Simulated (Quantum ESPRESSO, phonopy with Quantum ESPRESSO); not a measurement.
## NaI (Fm-3m): a volume series of phonon spectra

Which modes of NaI drive its thermal expansion?

Experimental results on record:
- volume expansion coefficient 135 1e-6/K near room temperature (given in “Descriptors for thermal expansion in solids”, 2017, arXiv:1701.03966)

Main program and level: Quantum ESPRESSO 7.5; DFT LDA, scalar-relativistic, plane waves, GBRV ultrasoft pseudopotentials.

Report form: the programs' logs are mostly left out.

### Step 1. The structure

Symmetry: Fm-3m, No. 225, cubic system. The conventional cell has a = 6.473 Å, b = 6.473 Å, c = 6.473 Å, α = 90.00°, β = 90.00°, γ = 90.00°. Nearest to Na lie 6 I at 3.24 Å. Nearest to I lie 6 Na at 3.24 Å. Farther neighbours and most contacts between anions are not listed.

### Step 2. Probe on a coarse mesh

Before spending time, one coarse run tells the gap and the pressure of the starting cell.

The input, probe.in:

```
&control
   calculation = 'scf'
   prefix = 'x'
   outdir = './tmp'
   pseudo_dir = './pseudo'
   tprnfor = .true.
   tstress = .true.
   verbosity = 'high'
/
&system
   ibrav = 0
   nat = 2
   ntyp = 2
   ecutwfc = 45.0
   ecutrho = 270.0
   occupations = 'smearing'
   smearing = 'gaussian'
   degauss = 0.01
/
&electrons
   conv_thr = 1.0d-07
   mixing_beta = 0.7
   electron_maxstep = 100
/
ATOMIC_SPECIES
 Na     22.9898  Na.upf
 I     126.9045  I.upf
CELL_PARAMETERS angstrom
     0.000000000    3.236400000    3.236400000
     3.236400000    0.000000000    3.236400000
     3.236400000    3.236400000    0.000000000
ATOMIC_POSITIONS crystal
 Na     0.000000000   0.000000000   0.000000000
 I      0.500000000   0.500000000   0.500000000
K_POINTS automatic
 6 6 6 0 0 0
```

Launch:

```console
$ OMP_NUM_THREADS=1 mpirun -n 4 pw.x -nk 4 -in probe.in > probe.out
```

Elapsed: 5.3 s, on 4 MPI ranks of Arm Neoverse N1, shared host; 21 s of CPU time.

This step gave:

```
volume per atom   : 33.90 Å³
pressure          : -1.631 GPa
gap on the k-mesh : 3.326 eV
```

The start is under -1.6 GPa at this level and looks like an insulator or semiconductor on this mesh.

### Step 3. Relaxation

Phonons are second derivatives about a minimum, so cell and atoms are relaxed first, inside the symmetry of the start.

The input, relax.in:

```
&control
   calculation = 'vc-relax'
   prefix = 'x'
   outdir = './tmp'
   pseudo_dir = './pseudo'
   tprnfor = .true.
   tstress = .true.
   forc_conv_thr = 2.0d-05
   etot_conv_thr = 1.0d-07
   nstep = 40
/
&system
   ibrav = 0
   nat = 2
   ntyp = 2
   ecutwfc = 45.0
   ecutrho = 270.0
   occupations = 'fixed'
   nbnd = 10
/
&electrons
   conv_thr = 1.0d-11
   mixing_beta = 0.7
   electron_maxstep = 100
/
&ions
/
&cell
   press_conv_thr = 0.1
/
ATOMIC_SPECIES
 Na     22.9898  Na.upf
 I     126.9045  I.upf
CELL_PARAMETERS angstrom
     0.000000000    3.236400000    3.236400000
     3.236400000    0.000000000    3.236400000
     3.236400000    3.236400000    0.000000000
ATOMIC_POSITIONS crystal
 Na     0.000000000   0.000000000   0.000000000
 I      0.500000000   0.500000000   0.500000000
K_POINTS automatic
 6 6 6 0 0 0
```

Launch:

```console
$ OMP_NUM_THREADS=1 mpirun -n 4 pw.x -nk 4 -in relax.in > relax.out
```

Run time: 37 s. Hardware: 4 MPI ranks.

The steps of the relaxation:

| step | energy less that of the first step (eV) | largest force (eV/Å) | volume (Å³) |
| --- | --- | --- | --- |
| 1 | 0.0000 | 0.0000 | 67.80 |
| 2 | -0.0056 | 0.0000 | 67.23 |
| 3 | -0.0129 | 0.0000 | 66.40 |
| 4 | -0.0224 | 0.0000 | 65.15 |
| 5 | -0.0320 | 0.0000 | 63.31 |
| 6 | -0.0354 | 0.0000 | 61.18 |
| 7 | -0.0354 | 0.0000 | 61.43 |
| 8 | -0.0354 | 0.0000 | 61.41 |
| 9 | -0.0345 | 0.0000 | 61.41 |

| conventional cell, symmetrised | before | after | change |
| --- | --- | --- | --- |
| a (Å) | 6.473 | 6.263 | -3.2 % |
| b (Å) | 6.473 | 6.263 | -3.2 % |
| c (Å) | 6.473 | 6.263 | -3.2 % |
| volume (Å³/atom) | 33.90 | 30.71 | -9.4 % |

Final coordinates:

```
Na I
1.0
     0.00000    3.13146    3.13146
     3.13146    0.00000    3.13146
     3.13146    3.13146    0.00000
Na I
1 1
Cartesian
  0.0000 0.0000 0.0000
  3.1315 3.1315 3.1315
```

Numbers from this step:

```yaml
volume_per_atom: 30.71 Å³
pressure: -0.002 GPa
gap_on_the_k_mesh: 3.607 eV
```

After the last step pw.x solved the final cell once more on a basis chosen for it, which moves the energy without moving the atoms.

### Step 4. Ground state at this cell

A tight ground state at this cell gives the energy of this member; its pressure is the stress at this cutoff, which can carry an offset from the finite basis.

The input, scf.in:

```
&control
   calculation = 'scf'
   prefix = 'x'
   outdir = './tmp'
   pseudo_dir = './pseudo'
   tprnfor = .true.
   tstress = .true.
/
&system
   ibrav = 0
   nat = 2
   ntyp = 2
   ecutwfc = 45.0
   ecutrho = 270.0
   occupations = 'fixed'
   nbnd = 10
/
&electrons
   conv_thr = 1.0d-12
   mixing_beta = 0.7
   electron_maxstep = 100
/
ATOMIC_SPECIES
 Na     22.9898  Na.upf
 I     126.9045  I.upf
CELL_PARAMETERS angstrom
     0.000000000    3.131460101    3.131460101
     3.131460101    0.000000000    3.131460101
     3.131460101    3.131460101    0.000000000
ATOMIC_POSITIONS crystal
 Na     0.000000000   0.000000000   0.000000000
 I      0.500000000   0.500000000   0.500000000
K_POINTS automatic
 6 6 6 0 0 0
```

Launch:

```console
$ OMP_NUM_THREADS=1 mpirun -n 4 pw.x -nk 4 -in scf.in > scf.out
```

The job ended after 6 s (4 MPI ranks).

On a basis chosen for the relaxed cell the pressure is -0.002 GPa, small enough for phonons.

### Step 5. Zone-centre response

In a polar crystal the Born charges and ε∞ give the long-range dipole term that a finite supercell misses. They are those of this k-mesh and were not tested on a denser one; where the gap is small they converge slowly, and the LO modes with them.

The input, ph.in:

```
phonons
&inputph
   prefix = 'x'
   outdir = './tmp'
   fildyn = 'x.dyn'
   tr2_ph = 1.0d-18
   epsil = .true.
/
0.000000000 0.000000000 0.000000000
```

scf.in is that of step 4.

Launch:

```console
$ OMP_NUM_THREADS=1 mpirun -n 4 ph.x -nk 4 -in ph.in > ph.out
```

Wall time 96 s (4 MPI ranks).

Numbers from this step:

```
Γ frequencies : -9.89, -9.89, -9.89, 130.0, 130.0, 130.0 cm⁻¹ (negative: imaginary)
Γ symmetry    : T_1u G_15 G_4- I, T_1u G_15 G_4- I, T_1u G_15 G_4- I, T_1u G_15 G_4- I, T_1u G_15 G_4- I, T_1u G_15 G_4- I
```

ε∞:

```
3.68 0.00 0.00
0.00 3.68 0.00
0.00 0.00 3.68
```

Born charge (rows field, columns displacement), before the sum rule (e), principal values of the symmetric part by kind of site:

| atom | atoms with these values | low | middle | high | mean |
| --- | --- | --- | --- | --- | --- |
| Na1 | 1 | 1.17 | 1.17 | 1.17 | 1.17 |
| I2 | 1 | -1.18 | -1.18 | -1.18 | -1.18 |

In full for Na1:

```
1.17 0.00 0.00
0.00 1.17 0.00
0.00 0.00 1.17
```

The Born charges sum to zero within 0.014 e; the rest is removed before use. Acoustic frequencies in this log differ from zero by the error of the sum rule, which ph.x does not impose.

### Step 6. A displaced supercell

One atom (for the harmonic constants) or a pair of atoms (for the cubic ones) is moved by a few hundredths of an ångström; the forces on all atoms give a column of force constants. The threshold is tight because the forces are small.

System of this step: NaI. It takes space group Imm2 (No. 44, orthorhombic). Conventional cell: a = 8.857 Å, b = 12.526 Å, c = 8.857 Å, α = 90.00°, β = 90.00°, γ = 90.00°. Nearest to Na lie 6 I at 3.13 Å. Nearest to Na lie 6 I at 3.13 to 3.15 Å. Nearest to Na lie 6 I at 3.12 to 3.13 Å. Nearest to I lie 6 Na at 3.12 to 3.15 Å. Nearest to I lie 6 Na at 3.13 Å. Farther neighbours and most contacts between anions are not listed.

The input, disp-00002.in:

```
&control
   calculation = 'scf'
   prefix = 'x'
   outdir = './tmp'
   pseudo_dir = './pseudo'
   tprnfor = .true.
   disk_io = 'none'
/
&system
   ibrav = 0
   nat = 16
   ntyp = 2
   ecutwfc = 45.0
   ecutrho = 270.0
   occupations = 'fixed'
   nbnd = 66
/
&electrons
   conv_thr = 1.0d-11
   mixing_beta = 0.7
   electron_maxstep = 100
/
ATOMIC_SPECIES
 Na     22.9898  Na.upf
 I     126.9045  I.upf
CELL_PARAMETERS angstrom
     0.000000000    6.262920202    6.262920202
     6.262920202    0.000000000    6.262920202
     6.262920202    6.262920202    0.000000000
ATOMIC_POSITIONS crystal
 Na     0.000000000   0.000000000   0.000000000
 Na     0.500000000   0.000000000   0.000000000
 Na     0.000000000   0.500000000   0.000000000
 Na     0.500000000   0.500000000   0.000000000
 Na     0.000000000   0.000000000   0.500000000
 Na     0.500000000   0.000000000   0.500000000
 Na     0.000000000   0.500000000   0.500000000
 Na     0.500000000   0.500000000   0.500000000
 I      0.252258074   0.250000000   0.250000000
 I      0.750000000   0.250000000   0.250000000
 I      0.250000000   0.750000000   0.250000000
 I      0.750000000   0.750000000   0.250000000
 I      0.250000000   0.250000000   0.750000000
 I      0.750000000   0.250000000   0.750000000
 I      0.250000000   0.750000000   0.750000000
 I      0.750000000   0.750000000   0.750000000
K_POINTS automatic
 3 3 3 0 0 0
```

Launch:

```console
$ OMP_NUM_THREADS=1 mpirun -n 2 pw.x -nk 2 -in disp-00002.in > disp-00002.out
```

Run time: 5.9 min. Hardware: 2 MPI ranks.

At this level the gap is 3.61 eV on the k-mesh of the self-consistent run, which can miss the band edges.

### Step 7. Forces on a displaced cell

disp-00001.in, as its differences from disp-00002.in of step 6:

```diff
@@ -30,3 +30,3 @@
 ATOMIC_POSITIONS crystal
- Na     0.000000000   0.000000000   0.000000000
+ Na     0.002258074   0.000000000   0.000000000
  Na     0.500000000   0.000000000   0.000000000
@@ -38,3 +38,3 @@
  Na     0.500000000   0.500000000   0.500000000
- I      0.252258074   0.250000000   0.250000000
+ I      0.250000000   0.250000000   0.250000000
  I      0.750000000   0.250000000   0.250000000
```

Launch:

```console
$ OMP_NUM_THREADS=1 mpirun -n 2 pw.x -nk 2 -in disp-00001.in > disp-00001.out
```

Run time: 6.1 min. Hardware: 2 MPI ranks; 12 min of CPU time.

### Step 8. Lattice dynamics at this volume, V/V0 1

This step: DFT LDA, scalar-relativistic, plane waves, GBRV ultrasoft pseudopotentials (phonopy with Quantum ESPRESSO 4.10.0 / 7.5).

Run time: 6.1 min. Hardware: 4 threads; 24 min of CPU time.

This step gave:

```yaml
point_group: m-3m
highest_frequency: 181.3 cm⁻¹
debye_temperature_from_the_second_moment: 202 K
lowest_frequency_on_the_path: 0 cm⁻¹
zero_point_energy: 0.03642 eV/cell
gamma_frequencies: 0, 0, 0, 131.7, 131.7, 131.7 cm⁻¹ (negative: imaginary)
```

Phonopy, LO-TO term from ph.x's tensors. The phonon branches at the labelled points (cm⁻¹):

| point | branch 1 | branch 2 | branch 3 | branch 4 | branch 5 | branch 6 |
| --- | --- | --- | --- | --- | --- | --- |
| Γ | 0 | 0 | 0 | 132 | 132 | 181 |
| halfway | 29 | 29 | 72 | 139 | 139 | 157 |
| X | 37 | 37 | 56 | 136 | 136 | 143 |
| halfway | 39 | 46 | 55 | 134 | 139 | 143 |
| U | 46 | 52 | 62 | 130 | 145 | 146 |
| jump to K | 46 | 52 | 62 | 130 | 145 | 146 |
| halfway | 33 | 52 | 67 | 121 | 142 | 172 |
| Γ | 0 | 0 | 0 | 132 | 132 | 181 |
| halfway | 40 | 40 | 57 | 129 | 129 | 181 |
| L | 57 | 57 | 81 | 126 | 126 | 181 |
| halfway | 53 | 54 | 72 | 127 | 136 | 165 |
| W | 48 | 48 | 66 | 133 | 143 | 143 |
| halfway | 40 | 53 | 54 | 135 | 139 | 144 |
| X | 37 | 37 | 56 | 136 | 136 | 143 |

Harmonic. Thermo, by row:

| T (K) | F_vib (meV/atom) | S (J/mol-atom/K) | C_V (J/mol-atom/K) |
| --- | --- | --- | --- |
| 0 | 18.21 | 0 | 0 |
| 50 | 16.3 | 10 | 13.89 |
| 100 | 7.8 | 22.2 | 20.71 |
| 150 | -6.12 | 31.07 | 22.86 |
| 200 | -24.04 | 37.79 | 23.73 |
| 250 | -45.05 | 43.13 | 24.15 |
| 300 | -68.58 | 47.56 | 24.39 |
| 350 | -94.23 | 51.33 | 24.53 |
| 400 | -121.7 | 54.61 | 24.62 |
| 450 | -150.8 | 57.51 | 24.69 |
| 500 | -181.2 | 60.12 | 24.74 |
| 550 | -213 | 62.48 | 24.77 |
| 600 | -246 | 64.63 | 24.8 |
| 650 | -280 | 66.62 | 24.82 |
| 700 | -315 | 68.46 | 24.83 |
| 750 | -350.9 | 70.17 | 24.85 |
| 800 | -387.7 | 71.78 | 24.86 |
| 850 | -425.3 | 73.28 | 24.87 |
| 900 | -463.6 | 74.7 | 24.88 |
| 950 | -502.7 | 76.05 | 24.88 |
| 1000 | -542.5 | 77.33 | 24.89 |

Phonopy on the run's constants, 15x15x15 mesh, Gaussian sigma 2.0 cm⁻¹. Table of modes by wavenumber; read off at these points; values in 1/cm⁻¹/cell:

| wavenumber (cm⁻¹) | I | Na |
| --- | --- | --- |
| -5.0 | 8.5e-6 | 0 |
| 0.0 | 1.5e-4 | 2.7e-5 |
| 5.0 | 8.3e-5 | 1.5e-5 |
| 10.0 | 0.00126 | 2.2e-4 |
| 15.0 | 0.00204 | 3.5e-4 |
| 20.0 | 0.00510 | 8.3e-4 |
| 25.0 | 0.00874 | 0.00135 |
| 30.0 | 0.0160 | 0.00237 |
| 35.0 | 0.0319 | 0.00482 |
| 40.0 | 0.0527 | 0.00775 |
| 45.0 | 0.0625 | 0.00805 |
| 50.0 | 0.0748 | 0.00773 |
| 55.0 | 0.109 | 0.00655 |
| 60.0 | 0.0358 | 0.00233 |
| 65.0 | 0.0368 | 0.00241 |
| 70.0 | 0.0604 | 0.00268 |
| 71.9 | 0.0672 | 0.00258 |
| 75.0 | 0.0469 | 0.00134 |
| 80.0 | 0.00774 | 1.5e-4 |
| 85.0 | 1.3e-4 | 0 |
| 90.0 | 0 | 0 |
| 95.0 | 0 | 0 |
| 100.0 | 0 | 0 |
| 105.0 | 0 | 0 |
| 110.0 | 0 | 0 |
| 115.0 | 1.5e-6 | 1.9e-4 |
| 120.0 | 3.7e-4 | 0.0163 |
| 125.0 | 0.00372 | 0.0747 |
| 127.8 | 0.00637 | 0.0881 |
| 130.0 | 0.00791 | 0.0857 |
| 135.0 | 0.0111 | 0.0836 |
| 138.2 | 0.0125 | 0.0842 |
| 140.0 | 0.0116 | 0.0774 |
| 145.0 | 0.00646 | 0.0451 |
| 150.0 | 0.00163 | 0.0218 |
| 155.0 | 0.00106 | 0.0248 |
| 160.0 | 7.3e-4 | 0.0242 |
| 165.0 | 6.3e-4 | 0.0223 |
| 170.0 | 9.6e-4 | 0.0280 |
| 175.0 | 0.00137 | 0.0278 |
| 180.0 | 0.00132 | 0.0195 |
| 185.0 | 5.0e-5 | 7.4e-4 |
| 190.0 | 0 | 0 |

No LO-TO term. Modes at Γ, with each element's share of the kinetic energy:

| mode | frequency (cm⁻¹) | symmetry | Na % | I % |
| --- | --- | --- | --- | --- |
| 1 | 0.0 | T1u | 15 | 85 |
| 2 | 0.0 | T1u | 15 | 85 |
| 3 | 0.0 | T1u | 15 | 85 |
| 4 | 131.7 | T1u | 85 | 15 |
| 5 | 131.7 | T1u | 85 | 15 |
| 6 | 131.7 | T1u | 85 | 15 |

Displacements in mode 6 (131.7 cm⁻¹), the largest set to 1:
```
Na1  0.00  0.00  1.00
I2   0.00  0.00 -0.18
```

No mode is imaginary beyond numerical noise along the path.

The time given is that of the 2 pw.x runs on displaced cells behind this step.

The supercell is 7.2 Å across at its narrowest and was not tested against a larger one: only its own wavevectors are exact, and acoustic branches between them, with the entropy at low temperature, can be off.

### Step 9. Self-consistent run, V/V0 1.02

This step: DFT LDA, scalar-relativistic, plane waves, GBRV ultrasoft pseudopotentials (Quantum ESPRESSO 7.5).

System of this step: NaI. It takes space group Fm-3m (No. 225, cubic). The conventional cell has a = 6.304 Å, b = 6.304 Å, c = 6.304 Å, α = 90.00°, β = 90.00°, γ = 90.00°. Nearest to Na lie 6 I at 3.15 Å. Nearest to I lie 6 Na at 3.15 Å. Farther neighbours and most contacts between anions are not listed.

scf.in, as its differences from that of step 5:

```diff
@@ -26,5 +26,5 @@
 CELL_PARAMETERS angstrom
-     0.000000000    3.131460101    3.131460101
-     3.131460101    0.000000000    3.131460101
-     3.131460101    3.131460101    0.000000000
+     0.000000000    3.152198852    3.152198852
+     3.152198852    0.000000000    3.152198852
+     3.152198852    3.152198852    0.000000000
 ATOMIC_POSITIONS crystal
```

Launch:

```console
$ OMP_NUM_THREADS=1 mpirun -n 4 pw.x -nk 4 -in scf.in > scf.out
```

Elapsed: 6.1 s, on 4 MPI ranks; 24 s of CPU time.

At this level the gap is 3.55 eV on the k-mesh of the self-consistent run, which can miss the band edges.

### Step 10. Born charges and dielectric tensor

ph.in is that of step 5.

scf.in is that of step 9.

Launch:

```console
$ OMP_NUM_THREADS=1 mpirun -n 4 ph.x -nk 4 -in ph.in > ph.out
```

Run time: 96 s. Hardware: 4 MPI ranks; 6.4 min of CPU time.

ε∞:

```
3.64 0.00 0.00
0.00 3.64 0.00
0.00 0.00 3.64
```

The Born charges sum to zero within 0.013 e; the rest is removed before use. Acoustic frequencies in this log differ from zero by the error of the sum rule, which ph.x does not impose.

### Step 11. A displaced supercell

System of this step: NaI. It takes space group Imm2 (No. 44, orthorhombic). Conventional cell: a = 8.916 Å, b = 12.609 Å, c = 8.916 Å, α = 90.00°, β = 90.00°, γ = 90.00°. Nearest to Na lie 6 I at 3.14 to 3.17 Å. Nearest to Na lie 6 I at 3.15 Å. Na has 6 I at 3.15 Å nearest. Nearest to I lie 6 Na at 3.15 Å. Farther neighbours and most contacts between anions are not listed.

disp-00001.in, as its differences from that of step 7:

```diff
@@ -26,7 +26,7 @@
 CELL_PARAMETERS angstrom
-     0.000000000    6.262920202    6.262920202
-     6.262920202    0.000000000    6.262920202
-     6.262920202    6.262920202    0.000000000
+     0.000000000    6.304397703    6.304397703
+     6.304397703    0.000000000    6.304397703
+     6.304397703    6.304397703    0.000000000
 ATOMIC_POSITIONS crystal
- Na     0.002258074   0.000000000   0.000000000
+ Na     0.002243218   0.000000000   0.000000000
  Na     0.500000000   0.000000000   0.000000000
```

Launch:

```console
$ OMP_NUM_THREADS=1 mpirun -n 2 pw.x -nk 2 -in disp-00001.in > disp-00001.out
```

Wall time 6 min (2 MPI ranks).

### Step 12. Lattice dynamics at this volume, V/V0 1.02

This step: DFT LDA, scalar-relativistic, plane waves, GBRV ultrasoft pseudopotentials (phonopy with Quantum ESPRESSO 4.10.0 / 7.5).

It took 6 min on 4 threads; 24 min of CPU time.

No mode is imaginary beyond numerical noise along the path. The highest zone-centre mode (no LO–TO term) moved by -5.0 % for a volume change of +2.0 %.

The time given is that of the 2 pw.x runs on displaced cells behind this step.

### Step 13. Ground state at this cell, V/V0 0.98

This step: DFT LDA, scalar-relativistic, plane waves, GBRV ultrasoft pseudopotentials (Quantum ESPRESSO 7.5).

System of this step: NaI. The structure is cubic, space group Fm-3m (No. 225). The conventional cell has a = 6.221 Å, b = 6.221 Å, c = 6.221 Å, α = 90.00°, β = 90.00°, γ = 90.00°. Nearest to Na lie 6 I at 3.11 Å. I has 6 Na at 3.11 Å nearest. Farther neighbours and most contacts between anions are not listed.

scf.in, as its differences from that of step 10:

```diff
@@ -26,5 +26,5 @@
 CELL_PARAMETERS angstrom
-     0.000000000    3.152198852    3.152198852
-     3.152198852    0.000000000    3.152198852
-     3.152198852    3.152198852    0.000000000
+     0.000000000    3.110442957    3.110442957
+     3.110442957    0.000000000    3.110442957
+     3.110442957    3.110442957    0.000000000
 ATOMIC_POSITIONS crystal
```

Launch:

```console
$ OMP_NUM_THREADS=1 mpirun -n 4 pw.x -nk 4 -in scf.in > scf.out
```

The job ended after 6 s (4 MPI ranks).

The run ends at a pressure of 0.44 GPa.

### Step 14. Zone-centre response

ph.in is that of step 10.

scf.in is that of step 13.

Launch:

```console
$ OMP_NUM_THREADS=1 mpirun -n 4 ph.x -nk 4 -in ph.in > ph.out
```

Wall time 96 s (4 MPI ranks); 6.4 min of CPU time.

The Born charges sum to zero within 0.014 e; the rest is removed before use. Acoustic frequencies in this log differ from zero by the error of the sum rule, which ph.x does not impose.

### Step 15. A displaced supercell

System of this step: NaI. Symmetry: Imm2, No. 44, orthorhombic system. Conventional cell: a = 8.798 Å, b = 12.442 Å, c = 8.798 Å, α = 90.00°, β = 90.00°, γ = 90.00°. Na has 6 I at 3.10 to 3.12 Å nearest. Nearest to Na lie 6 I at 3.11 Å. Nearest to I lie 6 Na at 3.11 Å. Farther neighbours and most contacts between anions are not listed.

disp-00001.in, as its differences from that of step 11:

```diff
@@ -26,7 +26,7 @@
 CELL_PARAMETERS angstrom
-     0.000000000    6.304397703    6.304397703
-     6.304397703    0.000000000    6.304397703
-     6.304397703    6.304397703    0.000000000
+     0.000000000    6.220885914    6.220885914
+     6.220885914    0.000000000    6.220885914
+     6.220885914    6.220885914    0.000000000
 ATOMIC_POSITIONS crystal
- Na     0.002243218   0.000000000   0.000000000
+ Na     0.002273331   0.000000000   0.000000000
  Na     0.500000000   0.000000000   0.000000000
```

Launch:

```console
$ OMP_NUM_THREADS=1 mpirun -n 2 pw.x -nk 2 -in disp-00001.in > disp-00001.out
```

Elapsed: 5.8 min, on 2 MPI ranks; 12 min of CPU time.

### Step 16. Lattice dynamics at this volume, V/V0 0.98

This step: DFT LDA, scalar-relativistic, plane waves, GBRV ultrasoft pseudopotentials (phonopy with Quantum ESPRESSO 4.10.0 / 7.5).

Run time: 5.8 min. Hardware: 4 threads.

No mode is imaginary beyond numerical noise along the path. The highest zone-centre mode (no LO–TO term) moved by +5.2 % for a volume change of -2.0 %.

The time given is that of the 2 pw.x runs on displaced cells behind this step.

### Step 17. Ground state at this cell, V/V0 1.04

This step: DFT LDA, scalar-relativistic, plane waves, GBRV ultrasoft pseudopotentials (Quantum ESPRESSO 7.5).

System of this step: NaI. Symmetry: Fm-3m, No. 225, cubic system. The conventional cell has a = 6.345 Å, b = 6.345 Å, c = 6.345 Å, α = 90.00°, β = 90.00°, γ = 90.00°. Nearest to Na lie 6 I at 3.17 Å. I has 6 Na at 3.17 Å nearest. Farther neighbours and most contacts between anions are not listed.

scf.in, as its differences from that of step 14:

```diff
@@ -26,5 +26,5 @@
 CELL_PARAMETERS angstrom
-     0.000000000    3.110442957    3.110442957
-     3.110442957    0.000000000    3.110442957
-     3.110442957    3.110442957    0.000000000
+     0.000000000    3.172668249    3.172668249
+     3.172668249    0.000000000    3.172668249
+     3.172668249    3.172668249    0.000000000
 ATOMIC_POSITIONS crystal
```

Launch:

```console
$ OMP_NUM_THREADS=1 mpirun -n 4 pw.x -nk 4 -in scf.in > scf.out
```

The job ended after 6.5 s (4 MPI ranks).

The run ends at a pressure of -0.75 GPa.

[end of part 1 of 2]

[Logs are printed without paths, hosts, clocks, repeated set-up lines and the standing remarks that a program may print on its own settings, such as how far it seeks lower states.]

[Hosts, paths, dates, database ids (printed as entryN), source tags and the programs' standing remarks are cut or masked in the printed files.]

[A step with changed settings may run another functional than the one named; its input shows which.]

[Of the runs on displaced cells, only some may be shown.]
